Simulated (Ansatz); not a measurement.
Planning a run of Ansatz 0.2.0 on WS2 (Tungstenite). The input:

```yaml
crystal:
  lattice:
    - [3.18, 0.0, 0.0]
    - [-1.59, 2.753960784, 0.0]
    - [0.0, 0.0, 12.5]
  atoms:
    - { symbol: W, position: [0.3333333333, 0.6666666667, 0.25] }
    - { symbol: W, position: [0.6666666667, 0.3333333333, 0.75] }
    - { symbol: S, position: [0.3333333333, 0.6666666667, 0.625] }
    - { symbol: S, position: [0.6666666667, 0.3333333333, 0.125] }
    - { symbol: S, position: [0.3333333333, 0.6666666667, 0.875] }
    - { symbol: S, position: [0.6666666667, 0.3333333333, 0.375] }
kpoints:
  mp_grid: { grid: [9, 9, 2] }
hamiltonian:
  xc: pbe
  pseudopotentials: { kind: paw, source: ansatz }
scf:
  occupations: { method: fixed }
gw:
  n_empty_bands: 326
  ecut_chi: 120
  qp_bands: [v2, c2]
  qp_kpoints: band_edges
  screening: { model: contour_deformation }
```

The database entry behind the starting cell differs from later determinations by our own check (an axis about 1.4 % long against later determinations), so it need not match the best structure at ambient conditions.

```sh
ansatz run input.yaml --threads 3 --pin off --max-ram 64512MiB --backend cuda --events-out ev --progress --plain --runs-dir out --devices 1 --max-vram 24GiB  # rebuilt from the run's record
```

How long will it take on 1 × NVIDIA H100 80GB HBM3 (shared by 3 runs) with 3 threads of AMD EPYC 7R13 (Zen 3), shared host, and how much memory?

It took 80 s; on shared hardware allow 40 s to 2.7 min. Peak host memory was 2.5 GiB. The sizes that set the cost: 5163 plane waves a state, 24 irreducible k points, 366 bands summed, 317 plane waves in the screening and 9 SCF cycles.

The screening grows as filled bands × empty bands × pairs of k points, times the square of the screening basis for the matrix.

[Paths, hosts, dates, memory and timing lines, banners, echoed tables and standing remarks are left out of the program output.]

[Logs are printed without paths, hosts, clocks, repeated set-up lines and the standing remarks that a program may print on its own settings, such as how far it seeks lower states.]

[Runs of the session that timed out or met a known fault of the program may be left out.]

[Cells called generated may have been cut or substituted from an entry of the Crystallography Open Database or the Materials Project.]

[Hosts, paths, dates, database ids (printed as entryN), source tags and the programs' standing remarks are cut or masked in the printed files.]
